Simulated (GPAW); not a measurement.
# ZnCu: optical spectrum from first principles

Aim: the dielectric function of ZnCu, and the optical constants that follow from it.

Main program and level: GPAW 26.7.0; DFT, RPBE, plane-wave PAW (GPAW data sets), scalar-relativistic, RPA, optical limit.

## Step 1: Set-up

Symmetry: Pm-3m, No. 221, cubic system. The conventional cell has a = 2.945 Å, b = 2.945 Å, c = 2.945 Å, α = 90.00°, β = 90.00°, γ = 90.00°. Zn has 8 Cu at 2.55 Å nearest. Cu has 8 Zn at 2.55 Å nearest. Farther neighbours are not listed.

## Step 2: Ground state

First the ground state: is it a metal or has it a gap?

This step: DFT, RPBE, plane-wave PAW (GPAW data sets), scalar-relativistic, ground state (GPAW 26.7.0).

File gs.py:

```python
from ase import Atoms
from ase.dft.bandgap import bandgap
from gpaw import GPAW, PW, FermiDirac

atoms = Atoms(['Zn', 'Cu'],
              cell=[[2.945000000000, 0.000000000000, 0.000000000000],
                    [0.000000000000, 2.945000000000, 0.000000000000],
                    [0.000000000000, 0.000000000000, 2.945000000000]],
              scaled_positions=[[0.500000000000, 0.500000000000, 0.500000000000],
                                [0.000000000000, 0.000000000000, 0.000000000000]],
              pbc=[True, True, True])
atoms.calc = GPAW(mode=PW(450), xc='RPBE', kpts={'size': (8, 8, 8), 'gamma': True},
                  occupations=FermiDirac(0.05), maxiter=150, txt='gs.txt')
print('energy (eV)', atoms.get_potential_energy())
print('Fermi level (eV)', atoms.calc.get_fermi_level())
print('valence electrons', atoms.calc.get_number_of_electrons())
print('gap (eV)', bandgap(atoms.calc, output=None)[0])
print('direct gap (eV)', bandgap(atoms.calc, direct=True, output=None)[0])
atoms.calc.write('gs.gpw')
```

Started as:

```sh
$ OMP_NUM_THREADS=1 python gs.py
```

Numbers of over 12 decimals in the logs are rounded to 6 here.

What it wrote:

```text
__  _  _
 | _ |_)|_||  |
 |__||  | ||/\| - 26.7.0

Versions:
  Python: 3.12.14
  ASE:    3.29.0
  Numpy:  2.5.5
  Scipy:  1.18.1
  Libxc:  7.0.0

Input parameters:
  mode=PW(ecut=450.000000),
  kpts=MonkhorstPack(size=(8, 8, 8), gamma=True),
  maxiter=150,
  occupations=Occupations(name='fermi-dirac', width=0.05, fixmagmom=False),
  xc=XC(name='RPBE')

Diagonalizing LCAO Hamiltonian
Converting LCAO to pw mode
   .------.
  /|      |
 * |      |
 | | Zn   |
 | .------.
 |/      /
 Cu-----*

Atoms  # Å, Bohr magnetons
|   | symbol |        x |        y |        z |    initial magnetic moments |
| 0 |     Zn | 1.472500 | 1.472500 | 1.472500 | ( 0.0000,  0.0000,  0.0000) |
| 1 |     Cu | 0.000000 | 0.000000 | 0.000000 | ( 0.0000,  0.0000,  0.0000) |

Unit cell  # Å
| periodic |        x |        y |        z |  lengths |    angles |
|      yes | 2.945000 | 0.000000 | 0.000000 | 2.945000 | 90.000000 |
|      yes | 0.000000 | 2.945000 | 0.000000 | 2.945000 | 90.000000 |
|      yes | 0.000000 | 0.000000 | 2.945000 | 2.945000 | 90.000000 |

Number of symmetries: 48
Symmetry operations  # r_c * U_cc + t_c -> r_c
|    | kind |            matrix            |
|  0 |  E   |  1, 0, 0,  0, 1, 0,  0, 0, 1 |
|  1 |  σ   |  1, 0, 0,  0, 1, 0,  0, 0,-1 |
|  2 |  σ   |  1, 0, 0,  0, 0, 1,  0, 1, 0 |
|  3 |  C4  |  1, 0, 0,  0, 0, 1,  0,-1, 0 |
|  4 |  C4  |  1, 0, 0,  0, 0,-1,  0, 1, 0 |
|  5 |  σ   |  1, 0, 0,  0, 0,-1,  0,-1, 0 |
|  6 |  σ   |  1, 0, 0,  0,-1, 0,  0, 0, 1 |
|  7 |  C2  |  1, 0, 0,  0,-1, 0,  0, 0,-1 |
|  8 |  σ   |  0, 1, 0,  1, 0, 0,  0, 0, 1 |
|  9 |  C2  |  0, 1, 0,  1, 0, 0,  0, 0,-1 |
| 10 |  C3  |  0, 1, 0,  0, 0, 1,  1, 0, 0 |
| 11 |  S6  |  0, 1, 0,  0, 0, 1, -1, 0, 0 |
| 12 |  S6  |  0, 1, 0,  0, 0,-1,  1, 0, 0 |
| 13 |  C3  |  0, 1, 0,  0, 0,-1, -1, 0, 0 |
| 14 |  C4  |  0, 1, 0, -1, 0, 0,  0, 0, 1 |
| 15 |  S4  |  0, 1, 0, -1, 0, 0,  0, 0,-1 |
| 16 |  C3  |  0, 0, 1,  1, 0, 0,  0, 1, 0 |
| 17 |  S6  |  0, 0, 1,  1, 0, 0,  0,-1, 0 |
| 18 |  σ   |  0, 0, 1,  0, 1, 0,  1, 0, 0 |
| 19 |  C4  |  0, 0, 1,  0, 1, 0, -1, 0, 0 |
| 20 |  C2  |  0, 0, 1,  0,-1, 0,  1, 0, 0 |
| 21 |  S4  |  0, 0, 1,  0,-1, 0, -1, 0, 0 |
| 22 |  S6  |  0, 0, 1, -1, 0, 0,  0, 1, 0 |
| 23 |  C3  |  0, 0, 1, -1, 0, 0,  0,-1, 0 |
| 24 |  S6  |  0, 0,-1,  1, 0, 0,  0, 1, 0 |
| 25 |  C3  |  0, 0,-1,  1, 0, 0,  0,-1, 0 |
| 26 |  C4  |  0, 0,-1,  0, 1, 0,  1, 0, 0 |
| 27 |  σ   |  0, 0,-1,  0, 1, 0, -1, 0, 0 |
| 28 |  S4  |  0, 0,-1,  0,-1, 0,  1, 0, 0 |
| 29 |  C2  |  0, 0,-1,  0,-1, 0, -1, 0, 0 |
| 30 |  C3  |  0, 0,-1, -1, 0, 0,  0, 1, 0 |
| 31 |  S6  |  0, 0,-1, -1, 0, 0,  0,-1, 0 |
| 32 |  C4  |  0,-1, 0,  1, 0, 0,  0, 0, 1 |
| 33 |  S4  |  0,-1, 0,  1, 0, 0,  0, 0,-1 |
| 34 |  S6  |  0,-1, 0,  0, 0, 1,  1, 0, 0 |
| 35 |  C3  |  0,-1, 0,  0, 0, 1, -1, 0, 0 |
| 36 |  C3  |  0,-1, 0,  0, 0,-1,  1, 0, 0 |
| 37 |  S6  |  0,-1, 0,  0, 0,-1, -1, 0, 0 |
| 38 |  σ   |  0,-1, 0, -1, 0, 0,  0, 0, 1 |
| 39 |  C2  |  0,-1, 0, -1, 0, 0,  0, 0,-1 |
| 40 |  σ   | -1, 0, 0,  0, 1, 0,  0, 0, 1 |
| 41 |  C2  | -1, 0, 0,  0, 1, 0,  0, 0,-1 |
| 42 |  C2  | -1, 0, 0,  0, 0, 1,  0, 1, 0 |
| 43 |  S4  | -1, 0, 0,  0, 0, 1,  0,-1, 0 |
| 44 |  S4  | -1, 0, 0,  0, 0,-1,  0, 1, 0 |
| 45 |  C2  | -1, 0, 0,  0, 0,-1,  0,-1, 0 |
| 46 |  C2  | -1, 0, 0,  0,-1, 0,  0, 0, 1 |
| 47 |  i   | -1, 0, 0,  0,-1, 0,  0, 0,-1 |

BZ-sampling:
  Number of BZ points: 512
  Number of IBZ points: 35

  Monkhorst-Pack size: [8, 8, 8]
  Monkhorst-Pack shift: [0.0625, 0.0625, 0.0625]

K-points  # in reciprocal-cell coordinates
|     |                                coordinates |     weight |
|   0 | (  0.00000000,   0.00000000,   0.00000000) | 0.00195312 |
|   1 | (  0.12500000,   0.00000000,   0.00000000) | 0.01171875 |
|   2 | (  0.12500000,   0.12500000,   0.00000000) | 0.02343750 |
|   3 | (  0.12500000,   0.12500000,   0.12500000) | 0.01562500 |
|   4 | (  0.25000000,   0.00000000,   0.00000000) | 0.01171875 |
|   5 | (  0.25000000,   0.12500000,   0.00000000) | 0.04687500 |
|   6 | (  0.25000000,   0.12500000,   0.12500000) | 0.04687500 |
|   7 | (  0.25000000,   0.25000000,   0.00000000) | 0.02343750 |
|   8 | (  0.25000000,   0.25000000,   0.12500000) | 0.04687500 |
|   9 | (  0.25000000,   0.25000000,   0.25000000) | 0.01562500 |
| ... |                                            |            |
|  34 | (  0.50000000,   0.50000000,   0.50000000) | 0.00195312 |

Plane wave coefficients: 568
Cutoff: 450.000000 eV

Spin-components: 1 (collinear spins)
Bands:           18
Projectors:      12
Spin-degeneracy: 2
Datatype:        complex128

Parallelization:
  kpt:    1
  domain: 1
  band:   1

Density:
  Valence electrons: 23.0
  Components: 1
  Grid points: [15 15 15]
  Charge: 0.0  # |e|

Potential:
  Grid points: [15 15 15]

species:
  Zn:
    name:    Zinc
    id:
    Z:       30.0
    valence: 12
    core:    18
    charge:  0.0  # [|e|]
    compensation charges:
      type: gauss
      rc: 0.37  # [Å]
      lmax: 2
    cutoffs:
      filter: 2.14  # [Å]
      core: 2.28  # [Å]
    projectors
    | kind |    occ | energy [eV] | rcut [Å] |
    |   4s |  2.000 |      -5.882 |    1.286 |
    |   4p |  0.000 |      -1.115 |    1.270 |
    |   3d | 10.000 |     -10.078 |    1.180 |
    |    s |        |      21.329 |    1.286 |
    |    p |        |      26.096 |    1.270 |
    |    d |        |      17.133 |    1.180 |

    Using partial waves for Zn as LCAO basis

  Cu:
    name:    Copper
    id:
    Z:       29.0
    valence: 11
    core:    18
    charge:  0.0  # [|e|]
    compensation charges:
      type: gauss
      rc: 0.33  # [Å]
      lmax: 2
    cutoffs:
      filter: 2.06  # [Å]
      core: 2.43  # [Å]
    projectors
    | kind |    occ | energy [eV] | rcut [Å] |
    |   4s |  1.000 |      -4.495 |    1.164 |
    |   4p |  0.000 |      -0.718 |    1.164 |
    |   3d | 10.000 |      -4.953 |    1.058 |
    |    s |        |      22.716 |    1.164 |
    |    p |        |      26.494 |    1.164 |
    |    d |        |      22.259 |    1.058 |

    Using partial waves for Cu as LCAO basis

Reference energy: -93894.239951  # eV

eigensolver:
  PPCG
  Converge bands: occupied
  niter=2

density mixing:
  MSR1-Mixer
  Pratt-step length: 0.05
  Maximum mixing coefficient: 0.75
  Old densities: 10
  SVD Regularization: 0.005
  Good broyden scale: 1.0
  Trust region scale: 1.0
  Backstep threshold: 4.0
  History deletion threshold: 6.0
  Fourier metric: weight=20.0, sigma=0.015

occupation numbers:
  Fermi-Dirac:
    width: 0.0500  # eV

poisson solver:
  ecut: 3600.000000  # eV

xc functional:
  name: RPBE with 2 nearest neighbor stencil

convergence criteria:
- Maximum [total energy] change in last 3 cyles: 0.0005 eV / valence electron
- Maximum integral of absolute [dens]ity change: 0.0001 electrons / valence electron
- Maximum integral of absolute [eigenst]ate change: 4e-08 eV^2 / valence electron
maximum number of iterations: 150

SCF iterations
|iter     |      energy | eigst |  dens |
|iter:   1||   -5.164572 | +0.15 |       |
|iter:   2||   -4.663091 | -1.89 | -1.06 |
|iter:   3||   -4.118740 | -1.74 | -1.17 |
|iter:   4||   -4.096273 | -2.58 | -1.61 |
|iter:   5||   -4.093896 | -3.38 | -1.86 |
|iter:   6||   -4.094821c| -3.54 | -2.28 |
|iter:   7||   -4.094869c| -5.55 | -3.44 |
|iter:   8||   -4.094910c| -5.48 | -3.75 |
|iter:   9||   -4.094914c| -6.83 | -4.42c|
|iter:  10||   -4.094913c| -7.26 | -4.62c|
|iter:  11||   -4.094913c| -7.57c| -5.48c|

Converged in 11 steps
SCF loop duration: 5.728 s (0.521 s/step)
Energy contributions relative to reference atoms: (reference = -93894.239951)

Energy contributions:
  Kinetic:         -13.352233
  Coulomb:          12.703245
  Zero:              0.126727
  External:          0.000000
  Xc:               -3.570157
  Entropy:          -0.004990
  Spinorbit:         0.000000
  ----------------------------
  Free energy:      -4.097408
  Extrapolated:     -4.094913

dipole moment: (-6.394161, -6.394161, -6.394161)  # |e|*Ang

Fermi level: 7.786
Eigenvalues  # (at kpt = [0.000, 0.000, 0.000])
| band index |      eig [eV] | occ [0-2] |
|          0 |        -2.311 |     2.000 |
|        ... |               |           |
|          3 |         0.889 |     2.000 |
|          4 |         0.889 |     2.000 |
|          5 |         0.889 |     2.000 |
|          6 |         4.460 |     2.000 |
|          7 |         4.460 |     2.000 |
|          8 |         5.311 |     2.000 |
|          9 |         5.311 |     2.000 |
|         10 |         5.311 |     2.000 |
|         11 |        14.266 |     0.000 |
|         12 |        14.266 |     0.000 |
|         13 |        14.266 |     0.000 |
|         14 |        19.188 |     0.000 |
|         15 |        19.188 |     0.000 |
|         16 |        20.410 |     0.000 |
|         17 |        32.729 |     0.000 |

No gap
No difference between direct/indirect transitions

--- standard output ---
energy (eV) -4.094913
Fermi level (eV) 7.785965
valence electrons 23.0
gap (eV) 0.0
direct gap (eV) 0.0
```

It took 7.2 s on 1 thread of Arm Neoverse V2, shared host; peak memory 0.13 GiB.

Read-outs, printed or worked out from the files:

- energy: -4.095 eV
- Fermi energy: 7.786 eV
- electrons: 23

There are states at the Fermi level within the smearing, so the occupations stay smeared and the carriers get a Drude term.

## Step 3: Bands for the response

At the fixed density, many empty bands are solved on the mesh of the response, since the spectrum sums over them.

This step: DFT, RPBE, plane-wave PAW (GPAW data sets), scalar-relativistic, bands at fixed density (GPAW 26.7.0).

File nscf.py:

```python
from ase.dft.bandgap import bandgap
from gpaw import GPAW, FermiDirac

calc = GPAW('gs.gpw').fixed_density(kpts={'size': (14, 14, 14), 'gamma': True}, nbands=33, convergence={'bands': 27},
                                    occupations=FermiDirac(0.05), txt='nscf.txt')
print('gap (eV)', bandgap(calc, output=None)[0])
print('direct gap (eV)', bandgap(calc, direct=True, output=None)[0])
print('top band over the Fermi level (eV)', min(calc.get_eigenvalues(kpt=k)[26] for k in range(len(calc.get_ibz_k_points()))) - calc.get_fermi_level())
calc.write('full.gpw', mode='all')
```

Started as:

```sh
$ OMP_NUM_THREADS=1 python nscf.py
```

What it wrote:

```text
Diagonalizing LCAO Hamiltonian
Converting LCAO to pw mode
convergence criteria:
- Maximum integral of absolute [eigenst]ate change: 4e-08 eV^2 / valence electron
maximum number of iterations: 150

SCF iterations
|iter     |      energy | eigst |  dens |
|iter:   1||             | +2.70 |       |
|iter:   2||             | +1.26 |       |
|iter:   3||             | +0.17 |       |
|iter:   4||             | -1.43 |       |
|iter:   5||             | -2.68 |       |
|iter:   6||             | -4.04 |       |
|iter:   7||             | -4.87 |       |
|iter:   8||             | -5.54 |       |
|iter:   9||             | -6.21 |       |
|iter:  10||             | -6.75 |       |
|iter:  11||             | -7.27 |       |
|iter:  12||             | -7.79c|       |
SCF steps: 12
  __  _  _
 | _ |_)|_||  |
 |__||  | ||/\| - 26.7.0

Versions:
  Python: 3.12.14
  ASE:    3.29.0
  Numpy:  2.5.5
  Scipy:  1.18.1
  Libxc:  7.0.0

Input parameters:
  mode=PW(ecut=450.000000),
  convergence={'bands': 27},
  gpts=array([15, 15, 15]),
  kpts=MonkhorstPack(size=(14, 14, 14), gamma=True),
  maxiter=150,
  nbands=33,
  occupations=Occupations(name='fermi-dirac', width=0.05, fixmagmom=False),
  parallel={},
  xc=XC(name='RPBE')

--- standard output ---
gap (eV) 0.0
direct gap (eV) 0.0
top band over the Fermi level (eV) 26.731505
```

Wall time 37 s (1 thread); peak memory 0.18 GiB.

(Part 1 of 2 ends here.)

[Machine, clock and banner lines and Python warnings are left out of the logs.]

[Logs are printed without paths, hosts, clocks, repeated set-up lines and the standing remarks that a program may print on its own settings, such as how far it seeks lower states.]

[Hosts, paths, dates, database ids (printed as entryN), source tags and the programs' standing remarks are cut or masked in the printed files.]
